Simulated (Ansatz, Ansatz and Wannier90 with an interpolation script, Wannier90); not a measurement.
# From a coarse GW mesh to bands everywhere: BiOCl (P4/nmm), part 3 of 3

Wanted: quasiparticle gap and band widths of BiOCl (P4/nmm) over the whole zone.

Ansatz 0.2.0; LDA, Wannier functions and G0W0, plane waves, PAW. Known limits of the many-body steps: not at the basis limit; no spin-orbit coupling; coarse k mesh.

So far. Step 4 (Wannier functions by Wannier90 (Bi:6p Cl:3p O:2p) on …): Near the gap the model misses directly solved bands by 0.6 meV r.m.s. and by 8 meV at most in the window tested. This tests the starting bands, not the corrections carried with them. Step 5 (G0W0 at every point of the mesh: 4×4×2 mesh, 462 empty …): The gap on the mesh goes from 2.57 eV to 3.68 eV, a correction of +1.11 eV, though a band edge has moved to another state.

## Step 6: Interpolating the corrections

A script adds the corrections, carried to the Wannier functions and back, to the LDA levels, along the path and on a 13×13×9 mesh.

| Item | Value |
| --- | --- |
| G0W0 gap over the zone | 3.588 eV |
| conduction bottom at | Z |
| starting gap over the zone | 2.488 eV |
| least direct G0W0 gap | 3.872 eV |
| G0W0 gap on the mesh | 3.683 eV |
| valence width, start | 5.005 eV |
| valence width, G0W0 | 4.908 eV |
| gap by a rigid shift | 3.601 eV |

Levels solved directly plus the interpolated quasiparticle correction. Limits: finite bands, cutoff and mesh; no spin-orbit coupling; coarse k mesh. Quasiparticle bands along the path, in eV, zero at the valence-band top of each set:

```csv
point,band 25,band 26,band 27,band 28,band 29,band 30
Γ,-1.19,-1.19,-1.10,-0.80,4.14,4.83
halfway,-1.33,-0.77,-0.43,-0.31,5.49,5.84
X,-1.12,-1.12,-0.11,-0.11,5.72,5.72
halfway,-1.23,-1.23,-0.80,-0.80,5.73,5.73
M,-0.95,-0.95,-0.39,-0.39,5.20,5.20
halfway,-0.91,-0.76,-0.66,-0.47,5.04,6.27
Γ,-1.19,-1.19,-1.10,-0.80,4.14,4.83
halfway,-1.12,-1.12,-0.87,-0.56,3.86,4.42
Z,-1.04,-1.04,-0.66,-0.28,3.59,4.00
halfway,-1.08,-0.89,-0.78,-0.09,5.20,5.46
R,-0.82,-0.82,-0.14,-0.14,5.49,5.49
halfway,-1.01,-1.01,-0.86,-0.86,5.22,5.22
A,-1.77,-1.77,-0.39,-0.39,5.62,5.62
halfway,-0.83,-0.80,-0.70,-0.48,4.54,6.03
Z,-1.04,-1.04,-0.66,-0.28,3.59,4.00
jump to X,-1.12,-1.12,-0.11,-0.11,5.72,5.72
halfway,-0.95,-0.95,-0.13,-0.13,5.61,5.61
R,-0.82,-0.82,-0.14,-0.14,5.49,5.49
jump to M,-0.95,-0.95,-0.39,-0.39,5.20,5.20
halfway,-1.30,-1.30,-0.39,-0.39,5.40,5.40
A,-1.77,-1.77,-0.39,-0.39,5.62,5.62
```

The same for LDA:

```csv
point,band 25,band 26,band 27,band 28,band 29,band 30
Γ,-1.05,-1.05,-0.99,-0.80,2.99,3.67
X,-0.90,-0.90,-0.10,-0.10,4.49,4.49
M,-0.70,-0.70,-0.67,-0.67,4.01,4.01
Γ,-1.05,-1.05,-0.99,-0.80,2.99,3.67
Z,-0.76,-0.76,-0.41,-0.36,2.49,2.83
R,-0.71,-0.71,-0.08,-0.08,4.29,4.29
A,-1.39,-1.39,-0.67,-0.67,4.43,4.43
Z,-0.76,-0.76,-0.41,-0.36,2.49,2.83
X,-0.90,-0.90,-0.10,-0.10,4.49,4.49
R,-0.71,-0.71,-0.08,-0.08,4.29,4.29
M,-0.70,-0.70,-0.67,-0.67,4.01,4.01
A,-1.39,-1.39,-0.67,-0.67,4.43,4.43
```

Minima of the lowest conduction band, from levels solved directly at the displaced points, plus the interpolated correction; masses are left empty at degenerate points, on flat bands and where the interpolated correction rules the curvature; G0W0 masses are rough. Conduction valleys, by row:

```csv
point,k (reciprocal lattice),valleys in the zone,G0W0 level above the valence top (eV),LDA level above the valence top (eV),G0W0 principal masses (m_e),LDA principal masses (m_e)
Z,0.000 0.000 -0.500,1,3.588,2.488,0.274 0.274 0.531,0.297 0.297 0.698
-,0.300 0.300 -0.500,4,4.374,3.251,0.264 0.415 0.439,0.299 0.467 0.523
```

Second differences of levels solved directly at the displaced points, plus the interpolated correction, at the quasiparticle band edges; no spin-orbit coupling; left empty where the band is flat or the interpolated correction rules the curvature. Effective masses, by row:

```csv
carrier,point,Cartesian direction,band,LDA mass (m_e),G0W0 mass (m_e)
hole,-0.000 -0.365 -0.500,100,28,0.6,0.487
hole,-0.000 -0.365 -0.500,010,28,1.391,1.124
hole,-0.000 -0.365 -0.500,110,28,0.855,0.691
hole,-0.000 -0.365 -0.500,111,28,1.249,0.984
electron,Z,100,29,0.296,0.273
electron,Z,010,29,0.296,0.273
electron,Z,001,29,0.701,0.53
electron,Z,110,29,0.296,0.273
electron,Z,111,29,0.367,0.326
```

The density of states has structure finer than the step of the table below, so its rows give means over 0.5 eV, whole bins alone (the curve runs from -6 to 6.4 eV). Peaks (eV: height): G0W0 -4.50: 4.60, -3.20: 5.02, -1.00: 10.5; LDA -4.60: 4.55, -0.90: 12.0, 5.20: 5.43.

Wannier model on a dense mesh, Gaussian width 0.15 eV. Limits: finite bands, cutoff and mesh; no spin-orbit coupling; coarse k mesh. The density of states by energy, zero at the valence-band top of each set; means over each step; values in states/eV/cell:

```csv
energy (eV),G0W0,LDA
-5.5,1.4e-4,0.00190
-5.0,0.743,1.31
-4.5,3.95,3.78
-4.0,2.65,2.24
-3.5,3.57,3.04
-3.0,4.31,4.15
-2.5,4.24,4.19
-2.0,4.46,3.96
-1.5,7.14,6.05
-1.0,9.55,9.92
-0.5,6.10,7.73
0.0,1.29,1.64
0.5,0.00189,0.00228
1.0,0,0
1.5,0,0
2.0,0,1.2e-4
2.5,0,0.0411
3.0,0,0.275
3.5,0.0172,1.14
4.0,0.168,2.83
4.5,0.701,3.29
5.0,2.01,4.63
5.5,3.11,4.54
6.0,3.16,4.13
```

Corrections by starting level (eV, on the run's own energy scale, so only their differences matter):

```csv
start,correction
-4.87,−0.39
-4.36,−0.42
-3.30,−0.58
-3.00,−0.37
-2.15,−0.81
-1.75,−0.62
-1.31,−0.88
-0.95,−0.83
-0.82,−0.72
-0.62,−0.60
-0.32,−0.57
-0.01,−0.51
2.57,+0.60
3.45,+0.67
4.57,+0.73
5.25,+0.83
5.77,+0.88
6.72,+0.92
```

## Step 7: LDA+SOC bands, for comparison

The many-body steps leave out spin-orbit coupling, so its effect is taken from a two-component run, with twice the bands.

This step: DFT, LDA with spin-orbit coupling, plane waves, PAW.

Input file input.yaml:

```yaml
crystal:
  lattice:
    - [3.88551, 0.0, 0.0]
    - [0.0, 3.88551, 0.0]
    - [0.0, 0.0, 7.3489]
  atoms:
    - { symbol: Bi, position: [0.5, 0.0, 0.32904] }
    - { symbol: Bi, position: [0.0, 0.5, 0.67096] }
    - { symbol: Cl, position: [0.0, 0.5, 0.1472] }
    - { symbol: Cl, position: [0.5, 0.0, 0.8528] }
    - { symbol: O, position: [0.0, 0.0, 0.5] }
    - { symbol: O, position: [0.5, 0.5, 0.5] }
kpoints:
  mp_grid: { grid: [4, 4, 2] }
  band_path:
    path:
      - [[0.0, 0.0, 0.0], [0.0, 0.5, 0.0], [0.5, 0.5, 0.0], [0.0, 0.0, 0.0], [0.0, 0.0, 0.5], [0.0, 0.5, 0.5], [0.5, 0.5, 0.5], [0.0, 0.0, 0.5]]
      - [[0.0, 0.5, 0.0], [0.0, 0.5, 0.5]]
      - [[0.5, 0.5, 0.0], [0.5, 0.5, 0.5]]
    npoints: 10
hamiltonian:
  xc: lda
scf:
  occupations: { method: fermi_dirac, width: 0.02 }
  n_extra_bands: 12
magnetization:
  noncollinear: true
  spin_orbit: true
output:
  eigenvalues: true
```

Run with:

```
$ ansatz run input.yaml --threads 8 --pin off --max-ram 18432MiB --backend cpu --events-out ev --progress --plain --runs-dir out
```

Numbers of over 12 decimals in the logs are rounded to 6 here.

What it wrote:

```text
[...]
non-collinear run that drives no moment, with spin-orbit: no starting moment large enough to seed its density (crystal.atoms[].spin), no starting occupations that ask for one, no magnetisation constraint and no magnetic field, so the semilocal B_xc is pinned to zero
Crystal: 6 atoms, lattice volume = 110.948 Å³
Basis set: ecut = 420 eV, 2177 PW (Γ)
Bands: 68, of which v1, the nominal top of the filled ones, is band 56 counted from 1 (55 counted from 0)
Symmetry: 16 space group operations + 16 with time reversal
[...]
k-points: 12 of 32
Projection manifold: j_resolved (fully-relativistic pseudo-atomic orbitals)
[...]
SCF iter   1: F=—  HF=-27452.539407 eV  |F-HF|=—  |Δ(HF+E_count)|=         —  Δρ=3.76e-2  dr2=1.58e0  dr2_m=0.00e0 (ungated)  ethr=3.10e-3  |M|=0.00e0 ∫|m|=0.00e0 μB  |m|>n=0.0e0 m-floor=0.0e0 τ_xc=0.0e0  β_m=0.30  ⟨swp⟩=6.2  Hψ=1768  notcnv=0
[...]
spin=Noncollinear: Resta preconditioning applied to the charge; magnetization (m_x, m_y, m_z) channels mix plain (no charge-response kernel on spin).
SCF iter   2: F=—  HF=-27452.244606 eV  |F-HF|=—  |Δ(HF+E_count)|=   2.95e-1  Δρ=2.55e-2  dr2=5.75e-1  dr2_m=0.00e0 (ungated)  ethr=2.82e-3  |M|=0.00e0 ∫|m|=0.00e0 μB  |m|>n=0.0e0 m-floor=0.0e0 τ_xc=0.0e0  β_m=0.50  ⟨swp⟩=2.0  Hψ=505  notcnv=0  defer=94
[...]
SCF iter   8: F=-27452.084806 eV  HF=-27452.084806 eV  |F-HF|=4.06e-9  |Δ(HF+E_count)|=   1.59e-7  Δρ=5.85e-6  dr2=3.75e-8  dr2_m=0.00e0 (ungated)  ethr=1.79e-10  |M|=0.00e0 ∫|m|=0.00e0 μB  |m|>n=0.0e0 m-floor=0.0e0 τ_xc=0.0e0  ⟨swp⟩=9.2  Hψ=1830  notcnv=0
SCF 1 converged in 8 iterations: F = -27452.084806 eV  dr2 = 3.75e-8
[...]
SCF converged after 8 iterations
Magnetization: |M| = 0.0000 μB,  M = (+0.0000, +0.0000, +0.0000) μB
Absolute magnetization: 0.0000 μB (∫|m|)
  site 0: m = (+0.0000, +0.0000, +0.0000) μB, |m| = 0.0000 μB  (R = 0.95 Å)
  site 1: m = (+0.0000, +0.0000, +0.0000) μB, |m| = 0.0000 μB  (R = 0.95 Å)
  site 2: m = (+0.0000, +0.0000, +0.0000) μB, |m| = 0.0000 μB  (R = 1.26 Å)
  site 3: m = (+0.0000, +0.0000, +0.0000) μB, |m| = 0.0000 μB  (R = 1.26 Å)
  site 4: m = (+0.0000, +0.0000, +0.0000) μB, |m| = 0.0000 μB  (R = 0.95 Å)
  site 5: m = (+0.0000, +0.0000, +0.0000) μB, |m| = 0.0000 μB  (R = 0.95 Å)
Free energy (F): -27452.084806 eV
[...]
Internal energy: -27452.084806 eV  (E = F + TS)
E sigma→0 (E₀):  -27452.084806 eV
Fermi energy:    8.633854 eV
[...]
--- Band table (eV; the first three rows and the last of 12) ---
  k-point 0: bands = [... 52 lower, 6.6221, 6.6221, 6.7674, 6.7674, 10.1884, 10.1884, 10.4500, 10.4500, ... 8 higher]
  k-point 1: bands = [... 52 lower, 7.1063, 7.1063, 7.2271, 7.2271, 9.7522, 9.7522, 9.8326, 9.8326, ... 8 higher]
  k-point 2: bands = [... 52 lower, 7.1391, 7.1391, 7.2919, 7.2919, 10.7260, 10.7260, 11.2637, 11.2637, ... 8 higher]
  k-point 11: bands = [... 52 lower, 6.7812, 6.7812, 6.7812, 6.7812, 11.4462, 11.4462, 11.4462, 11.4462, ... 8 higher]
```

Run time: 23 s. Hardware: 8 threads of Arm Neoverse V1, shared host; peak memory 1.4 GiB.

Numbers from this step:

```
filled bands         : 56
gap                  : 2.186 eV
valence top at       : k = (0.000, 0.400, 0.500)
conduction bottom at : Z
least direct gap     : 2.525 eV
```

The gap stands −0.30 eV against LDA.

The electronic bands at the labelled points (eV, zero at the top of the highest nominally filled band):

```csv
point,band 53,band 54,band 55,band 56,band 57,band 58,band 59,band 60
Γ,-0.94,-0.94,-0.80,-0.80,2.62,2.62,2.88,2.88
halfway,-0.43,-0.43,-0.27,-0.27,3.16,3.16,3.70,3.70
X,-0.10,-0.10,-0.10,-0.10,3.61,3.61,3.61,3.61
halfway,-0.72,-0.72,-0.71,-0.71,3.52,3.52,4.05,4.05
M,-0.71,-0.71,-0.71,-0.71,3.52,3.52,3.52,3.52
halfway,-0.52,-0.52,-0.39,-0.39,3.08,3.08,4.05,4.05
Γ,-0.94,-0.94,-0.80,-0.80,2.62,2.62,2.88,2.88
halfway,-0.73,-0.73,-0.55,-0.55,2.38,2.38,2.63,2.63
Z,-0.46,-0.46,-0.34,-0.34,2.19,2.19,2.27,2.27
halfway,-0.57,-0.57,-0.19,-0.19,3.16,3.16,3.44,3.44
R,-0.09,-0.09,-0.09,-0.09,3.51,3.51,3.51,3.51
halfway,-0.68,-0.68,-0.60,-0.60,3.25,3.25,3.83,3.83
A,-0.79,-0.79,-0.79,-0.79,3.88,3.88,3.88,3.88
halfway,-0.59,-0.59,-0.33,-0.33,2.72,2.72,4.20,4.20
Z,-0.46,-0.46,-0.34,-0.34,2.19,2.19,2.27,2.27
jump to X,-0.10,-0.10,-0.10,-0.10,3.61,3.61,3.61,3.61
halfway,-0.10,-0.10,-0.10,-0.10,3.56,3.56,3.56,3.56
R,-0.09,-0.09,-0.09,-0.09,3.51,3.51,3.51,3.51
jump to M,-0.71,-0.71,-0.71,-0.71,3.52,3.52,3.52,3.52
halfway,-0.79,-0.79,-0.79,-0.79,3.70,3.70,3.70,3.70
A,-0.79,-0.79,-0.79,-0.79,3.88,3.88,3.88,3.88
```

## Step 8: What came out

```json
{
 "LDA gap": "2.49 eV",
 "G0W0 gap over the zone": "3.59 eV, indirect",
 "least direct G0W0 gap, in the model": "3.87 eV",
 "with the spin-orbit change": "3.28 eV",
 "GW settings": "4×4×2 mesh, 462 empty bands, screening to 150 eV",
 "known limits": "not at the basis limit; no spin-orbit coupling; coarse k mesh"
}
```

**Reading.** The Wannier model follows the LDA bands to under 1 meV r.m.s. near the gap. The G0W0 gap over the zone is 3.59 eV, indirect, from k = (0.000, -0.364, -0.500) to Z; on the mesh alone it is 3.68 eV, and a rigid shift of the LDA bands would give 3.60 eV. The valence width in the model goes from 5.01 eV to 4.91 eV. At the band edge the lightest electron mass is 0.30 m_e at the start and 0.27 m_e in G0W0; the G0W0 masses rest on corrections from the 4×4×2 mesh alone and are rough. With a spin-orbit change this large the edge states differ, so these masses aren't the crystal's. LDA+SOC gives a gap of 2.19 eV on the same path, a spin-orbit change of −0.30 eV that would bring the G0W0 gap to 3.28 eV. Against experiment, by G0W0@LDA with the spin-orbit change: the gap of 3.28 eV lies −0.08 eV from the measured 3.36 eV (optical, 2021); the gap of 3.28 eV lies −0.16 eV from the measured 3.44 eV (optical, 2022). An exciton line or allowed optical edge lies below the quasiparticle gap by the binding energy; a forbidden edge can push the onset above it. The calculation has static nuclei and no excitons; a measured gap holds zero-point and thermal motion, which mostly lowers it. Bands and cutoff are finite, so the gap is not at the basis limit. The miss can reach some tenths of an eV and take either sign; the mesh is an error of its own. Above the frozen window of the model the interpolated levels need not meet the computed ones, even at points of the mesh. The 4×4×2 mesh is coarse for this cell (its supercell is 15 Å along the shortest edge). The RPA ε∞ on it, from the LDA start, is 5.29 and 6.63; such meshes misread the long-range screening, most where the gap is narrow. Where an edge is built on 6p states of lead, bismuth or thallium, scalar-relativistic gaps usually stand too wide, by a few tenths to over one eV.

[Paths, hosts, dates, memory and timing lines, banners, echoed tables and standing remarks are left out of the program output.]

[Logs are printed without paths, hosts, clocks, repeated set-up lines and the standing remarks that a program may print on its own settings, such as how far it seeks lower states.]

[Runs of the session that timed out or met a known fault of the program may be left out.]

[Hosts, paths, dates, database ids (printed as entryN), source tags and the programs' standing remarks are cut or masked in the printed files.]
